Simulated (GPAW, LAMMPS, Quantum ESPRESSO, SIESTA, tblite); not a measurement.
# SIESTA on amorphous Si0.8Ge0.2 (141 atoms): settings against a plane-wave reference, part 2 of 2

How do the settings of SIESTA change the result for amorphous Si0.8Ge0.2 (141 atoms)? A plane-wave run serves as the yardstick.

Program: SIESTA 5.4.2; the method stands at each step. Banners, paths, timers and routine set-up lines are dropped from the logs unmarked, and long logs keep their key lines alone; longer cuts are marked. The potentials were converted by us to PSML.

So far. Step 3 (PBE, SZP, shift 0.01 Ry, mesh 300 Ry): Against the first run (31 %), the force difference from the reference is 78 %, at 0.65 times the CPU time (on 2 against 4 cores), with 1409 basis functions against 1973: the smaller basis costs accuracy. Step 4 (VV10, PBE potentials, DZP, shift 0.01 Ry, mesh 300 Ry): Against the first run (31 %), the force difference from the reference is 40 %, at 2.1 times the CPU time; the model has changed, so this is no error of the program alone.

**5. PBE, TZP, shift 0.01 Ry, mesh 300 Ry**

Method: Kohn-Sham DFT, PBE, PseudoDojo 0.4.1 norm-conserving pseudopotentials (converted to PSML), numerical atomic orbitals (TZP), diagonalisation.

File input.fdf:

```
SystemLabel cell
NumberOfAtoms 141
NumberOfSpecies 2
%block ChemicalSpeciesLabel
  1 14 Si
  2 32 Ge
%endblock ChemicalSpeciesLabel
LatticeConstant 1.0 Ang
%block LatticeVectors
  14.37980 0.00000 0.00000
  0.00000 14.37980 0.00000
  0.00000 0.00000 14.37980
%endblock LatticeVectors
PAO.BasisSize TZP
PAO.EnergyShift 0.01 Ry
XC.Functional GGA
XC.Authors PBE
MeshCutoff 300 Ry
%block kgrid_Monkhorst_Pack
  1 0 0 0.0
  0 1 0 0.0
  0 0 1 0.0
%endblock kgrid_Monkhorst_Pack
SolutionMethod diagon
OccupationFunction FD
ElectronicTemperature 580 K
SCF.Mixer.Method Pulay
SCF.Mixer.Weight 0.05
SCF.Mixer.History 8
SCF.Mix Hamiltonian
MaxSCFIterations 300
SCF.DM.Tolerance 1e-04
SCF.H.Tolerance 1.0e-3 eV
WriteForces T
Write.HirshfeldPop T
Write.VoronoiPop T
Write.DM F
Write.H F
XML.Write F
AtomicCoordinatesFormat Fractional
%block AtomicCoordinatesAndAtomicSpecies
[... 141 atom lines left out: the same atoms as in the first run ...]
%endblock AtomicCoordinatesAndAtomicSpecies
```

Command:

```bash
OMP_NUM_THREADS=1 mpirun -np 4 siesta < input.fdf > output.txt
```

The log of the run:

```text
Version         : 5.4.2
reinit: System Name:
reinit: System Label: cell
initatom: Reading input for the pseudopotentials and atomic orbitals ----------
Species number:   1 Atomic number:   14 Label: Si
Species number:   2 Atomic number:   32 Label: Ge
Ground state valence configuration (from tables):   3s02  3p02  3d00  4f00
Ground state valence configuration (from tables):   4s02  4p02  4d00  4f00
---- Processing specs for species: Si
GGA--PBE XC_GGA_X_PBE--XC_GGA_C_PBE pb
---- Processing specs for species: Ge
GGA--PBE XC_GGA_X_PBE--XC_GGA_C_PBE pb
Semicore shell(s) with 10 electrons included in the valence for Ge
Semicore shell(s): 3d
Fallback to non-perturbative polarization scheme for Ge
Please see the manual if this is not desired in principle
[... lines left out ...]
Total number of electrons:   844.000000
[... lines left out ...]
stepf: Fermi-Dirac step function
        iscf     Eharris(eV)        E_KS(eV)     FreeEng(eV)     dDmax    Ef(eV) dHmax(eV)
[... lines left out ...]
SCF Convergence by DM+H criterion
[... lines left out ...]
SCF cycle converged after 23 iterations
[... lines left out ...]
   Max    0.872946
[... lines left out ...]
   Max    0.872946    constrained
Stress tensor Voigt[x,y,z,yz,xz,xy] (kbar):        9.30       -6.60        8.95      -10.03        1.07       -1.85
[... lines left out ...]
siesta: DEna    =       354.298795
siesta: DUscf   =        19.334659
siesta: Ex      =    -19879.571800
siesta: Ec      =     -1454.902103
siesta: Exc     =    -21334.473903
siesta: Eharris =    -80986.316432
siesta: Etot    =    -80986.316431
siesta: FreeEng =    -80986.673539
siesta: Final energy (eV):
siesta:  Band Struct. =  -13299.995100
siesta:       Kinetic =   55728.310613
siesta:       Hartree =   31618.214925
siesta:         Exch. =  -19879.571800
siesta:         Corr. =   -1454.902103
siesta:   Exch.-corr. =  -21334.473903
siesta:  Ion-electron = -116260.710634
siesta:       Ion-ion =  -30737.657431
siesta:         Total =  -80986.316431
siesta:         Fermi =      -4.167977
siesta: Stress tensor (static) (eV/Ang**3):
siesta:     0.005804   -0.001153    0.000671
siesta:    -0.001153   -0.004117   -0.006259
siesta:     0.000671   -0.006259    0.005584
siesta: Cell volume =       2973.435603 Ang**3
siesta: Pressure (static):
siesta:                Solid            Molecule  Units
siesta:          -0.00002640         -0.00003607  Ry/Bohr**3
siesta:          -0.00242369         -0.00331154  eV/Ang**3
siesta:          -3.88317737         -5.30567806  kBar
    Orbital volume contribution        =         135.586097 eV
    (Free)E + p_basis*V_orbitals       =      -80851.087443 eV
    (Free)Eharris+ p_basis*V_orbitals  =      -80851.087444 eV
Hirshfeld Atomic Populations:
Atom #   charge [q] valence [e]  Species
     1     0.010161    3.989839  Si
     2     0.004826    3.995174  Si
     3    -0.025115    4.025115  Si
[...]
114     0.029015   13.970985  Ge
   115     0.021351   13.978649  Ge
   116     0.038753   13.961247  Ge
[...]
--------------------
 Total     0.000043
Voronoi Atomic Populations:
Atom #   charge [q] valence [e]  Species
[...]
112    -0.012422    4.012422  Si
   113    -0.014672    4.014672  Si
[...]
140     0.020036   13.979964  Ge
   141     0.019787   13.980213  Ge
--------------------
 Total     0.000043
```

The job ended after 6 min (4 MPI ranks of Arm Neoverse V1, shared host; peak memory 4 GiB; 24 min of CPU time).

Numbers from this run, and their distance from the reference:

```yaml
r_m_s_force_component: 0.2294 eV/Å
r_m_s_difference_of_force_components: 58.93 meV/Å
longest_difference_of_force_vectors: 289.3 meV/Å
force_difference_over_r_m_s_force: 27.72 %
slope_of_forces_against_the_reference_s: 1.044
correlation_of_force_components: 0.9673
pressure: -0.3883 GPa
pressure_difference: 0.5707 GPa
```

This run lies far from the reference in forces at the same functional.

Against the first run (31 %), the force difference from the reference is 28 %, at 1.5 times the CPU time, with 2537 basis functions against 1973: the larger basis brings the forces nearer.

**6. PBE, DZP, shift 0.01 Ry, mesh 700 Ry**

Method: Kohn-Sham DFT, PBE, PseudoDojo 0.4.1 norm-conserving pseudopotentials (converted to PSML), numerical atomic orbitals (DZP), diagonalisation.

Edit input.fdf of step 5 so:

```diff
@@ -13,3 +13,3 @@
 %endblock LatticeVectors
-PAO.BasisSize TZP
+PAO.BasisSize DZP
 PAO.EnergyShift 0.01 Ry
@@ -17,3 +17,3 @@
 XC.Authors PBE
-MeshCutoff 300 Ry
+MeshCutoff 700 Ry
 %block kgrid_Monkhorst_Pack
```

The log of the run:

```text
Version         : 5.4.2
reinit: System Name:
reinit: System Label: cell
initatom: Reading input for the pseudopotentials and atomic orbitals ----------
Species number:   1 Atomic number:   14 Label: Si
Species number:   2 Atomic number:   32 Label: Ge
Ground state valence configuration (from tables):   3s02  3p02  3d00  4f00
Ground state valence configuration (from tables):   4s02  4p02  4d00  4f00
---- Processing specs for species: Si
GGA--PBE XC_GGA_X_PBE--XC_GGA_C_PBE pb
---- Processing specs for species: Ge
GGA--PBE XC_GGA_X_PBE--XC_GGA_C_PBE pb
[... lines left out ...]
stepf: Fermi-Dirac step function
        iscf     Eharris(eV)        E_KS(eV)     FreeEng(eV)     dDmax    Ef(eV) dHmax(eV)
[... lines left out ...]
SCF Convergence by DM+H criterion
[... lines left out ...]
SCF cycle converged after 22 iterations
[... lines left out ...]
   Max    0.904389
[... lines left out ...]
   Max    0.904389    constrained
Stress tensor Voigt[x,y,z,yz,xz,xy] (kbar):        9.55       -6.76        9.00      -10.17        0.88       -1.93
[... lines left out ...]
siesta: FreeEng =    -80980.493831
[... lines left out ...]
siesta:       Ion-ion =  -30737.657464
siesta:         Total =  -80980.137103
siesta:         Fermi =      -4.161071
siesta: Stress tensor (static) (eV/Ang**3):
siesta:     0.005963   -0.001207    0.000550
siesta:    -0.001206   -0.004219   -0.006350
siesta:     0.000550   -0.006350    0.005618
siesta: Cell volume =       2973.435603 Ang**3
siesta: Pressure (static):
siesta:                Solid            Molecule  Units
siesta:          -0.00002672         -0.00003980  Ry/Bohr**3
siesta:          -0.00245358         -0.00365394  eV/Ang**3
siesta:          -3.93106844         -5.85425637  kBar
    Orbital volume contribution        =         107.965753 eV
    (Free)E + p_basis*V_orbitals       =      -80872.528078 eV
    (Free)Eharris+ p_basis*V_orbitals  =      -80872.528082 eV
Hirshfeld Atomic Populations:
Atom #   charge [q] valence [e]  Species
     1     0.010303    3.989697  Si
     2     0.004826    3.995174  Si
     3    -0.025219    4.025219  Si
[...]
114     0.030542   13.969458  Ge
   115     0.021793   13.978207  Ge
   116     0.039336   13.960664  Ge
[...]
--------------------
 Total     0.000031
Voronoi Atomic Populations:
Atom #   charge [q] valence [e]  Species
[...]
112    -0.013191    4.013191  Si
   113    -0.015072    4.015072  Si
[...]
140     0.020957   13.979043  Ge
   141     0.021295   13.978705  Ge
--------------------
 Total     0.000031
```

Run time: 13 min. Hardware: 4 MPI ranks; peak memory 9.3 GiB; 52 min of CPU time.

Numbers from this run, and their distance from the reference:

- r.m.s. force component: 0.2357 eV/Å
- r.m.s. difference of force components: 66.52 meV/Å
- longest difference of force vectors: 335.8 meV/Å
- force difference over r.m.s. force: 31.29 %
- slope of forces against the reference's: 1.066
- correlation of force components: 0.9612
- pressure: -0.3932 GPa
- pressure difference: 0.5658 GPa
- energy less the same-level run's: 1.382 meV/atom
- r.m.s. force difference from the same-level run: 0.393 meV/Å

This run lies far from the reference in forces at the same functional.

Against the first run (31 %), the force difference from the reference is 31 %, at 3.3 times the CPU time: the change moves forces by 0.39 meV/Å r.m.s., so most of the difference comes from elsewhere.

**7. Side by side**

Differences are against the plane-wave reference, forces as r.m.s. over components; share is that over the reference's r.m.s. force, slope the least-squares factor from reference forces to these. Total energies of different programs have different zeros and aren't compared.

| run | Δ force, r.m.s. (meV/Å) | share (%) | slope | Δ pressure (GPa) | cores | CPU time | memory (GiB) |
| --- | --- | --- | --- | --- | --- | --- | --- |
| reference | - | - | - | - | 4 | 59 min | 12 |
| SIESTA PBE, DZP, shift 0.01 Ry, mesh 300 Ry | 66.3 | 31.2 | 1.065 | 0.583 | 4 | 16 min | 3.2 |
| SIESTA PBE, SZP, shift 0.01 Ry, mesh 300 Ry (coarse) | 165 | 77.6 | 1.051 | 4.37 | 2 | 10 min | 2.4 |
| SIESTA VV10, PBE potentials, DZP, shift 0.01 Ry, mesh 300 Ry | 85.7 | 40.3 | 1.084 | 1.73 | 4 | 34 min | 4.6 |
| SIESTA PBE, TZP, shift 0.01 Ry, mesh 300 Ry | 58.9 | 27.7 | 1.044 | 0.571 | 4 | 24 min | 4.0 |
| SIESTA PBE, DZP, shift 0.01 Ry, mesh 700 Ry | 66.5 | 31.3 | 1.066 | 0.566 | 4 | 52 min | 9.3 |

Rows marked coarse were listed beforehand as settings not expected to be converged; some can still land near the reference.

CPU time is summed over cores on a shared host, where runs went side by side, so it is rough. Symmetry, cutoffs, thresholds, outputs and thread counts weren't matched or tuned between programs; memory under MPI is the largest rank's times the ranks.

Mean charges by element (e), by run and scheme:

| run | scheme | Si | Ge |
| --- | --- | --- | --- |
| SIESTA PBE, DZP, shift 0.01 Ry, mesh 300 Ry | Hirshfeld | -0.01 | +0.04 |
| SIESTA VV10, PBE potentials, DZP, shift 0.01 Ry, mesh 300 Ry | Hirshfeld | -0.01 | +0.04 |
| SIESTA PBE, TZP, shift 0.01 Ry, mesh 300 Ry | Hirshfeld | -0.01 | +0.03 |
| SIESTA PBE, DZP, shift 0.01 Ry, mesh 700 Ry | Hirshfeld | -0.01 | +0.04 |

Within one program, basis, potentials and functional, energies share a zero. Each run against its twin at the usual cutoff or grid and solver:

| run | twin | Δ energy (meV/atom) | Δ force, r.m.s. (meV/Å) | CPU time over the twin's |
| --- | --- | --- | --- | --- |
| SIESTA PBE, DZP, shift 0.01 Ry, mesh 700 Ry | DZP, shift 0.01 Ry, mesh 300 Ry | 1.38 | 0.393 | 3.3 |

**8. What came out**

| Quantity | Value |
| --- | --- |
| nearest in forces | SIESTA PBE, TZP, shift 0.01 Ry, mesh 300 Ry, 28 % |
| its CPU time | 24 min |

What this shows: The PBE runs in local orbitals, coarse settings apart, differ by 28 % (SIESTA PBE, TZP, shift 0.01 Ry, mesh 300 Ry) to 31 % (SIESTA PBE, DZP, shift 0.01 Ry, mesh 700 Ry); basis, grid and potentials can all enter. Rows with another functional or a dispersion term differ by 40 % (SIESTA VV10, PBE potentials, DZP, shift 0.01 Ry, mesh 300 Ry), which mixes the change of model with differences of basis and potentials, some of them made for another functional. Runs with settings chosen to be coarse differ by 78 % (SIESTA PBE, SZP, shift 0.01 Ry, mesh 300 Ry), their programs' other errors included. Of the electronic-structure runs that take under half the reference's CPU time, SIESTA PBE, TZP, shift 0.01 Ry, mesh 300 Ry comes nearest, at 28 % in 24 min against 59 min. In pressure, SIESTA PBE, SZP, shift 0.01 Ry, mesh 300 Ry misses by +4.4 GPa, at the same functional. The mean charges agree among these rows within 0.01 e. The reference's pressure holds the uncorrected Pulay stress of its 45 Ry basis, so small pressure differences, and their order, may be the reference's own error. The quench rate of 10 K/ps is many orders above laboratory rates, so the cell is likely richer in defects and strain than a real sample. The network of bonds at the start is that of the classical potential that made the cell, and needn't be the one that DFT or experiment would give. The electronic-structure runs sample only Γ, in a cell whose shortest periodic width is 14 Å, which is coarse for a cell with partly filled levels.

[Also dropped from logs without a mark: logging warnings of Python, and SIESTA's first energy breakdown and zero terms.]

[Logs are printed without paths, hosts, clocks, repeated set-up lines and the standing remarks that a program may print on its own settings, such as how far it seeks lower states.]

[Hosts, paths, dates, database ids (printed as entryN), source tags and the programs' standing remarks are cut or masked in the printed files.]
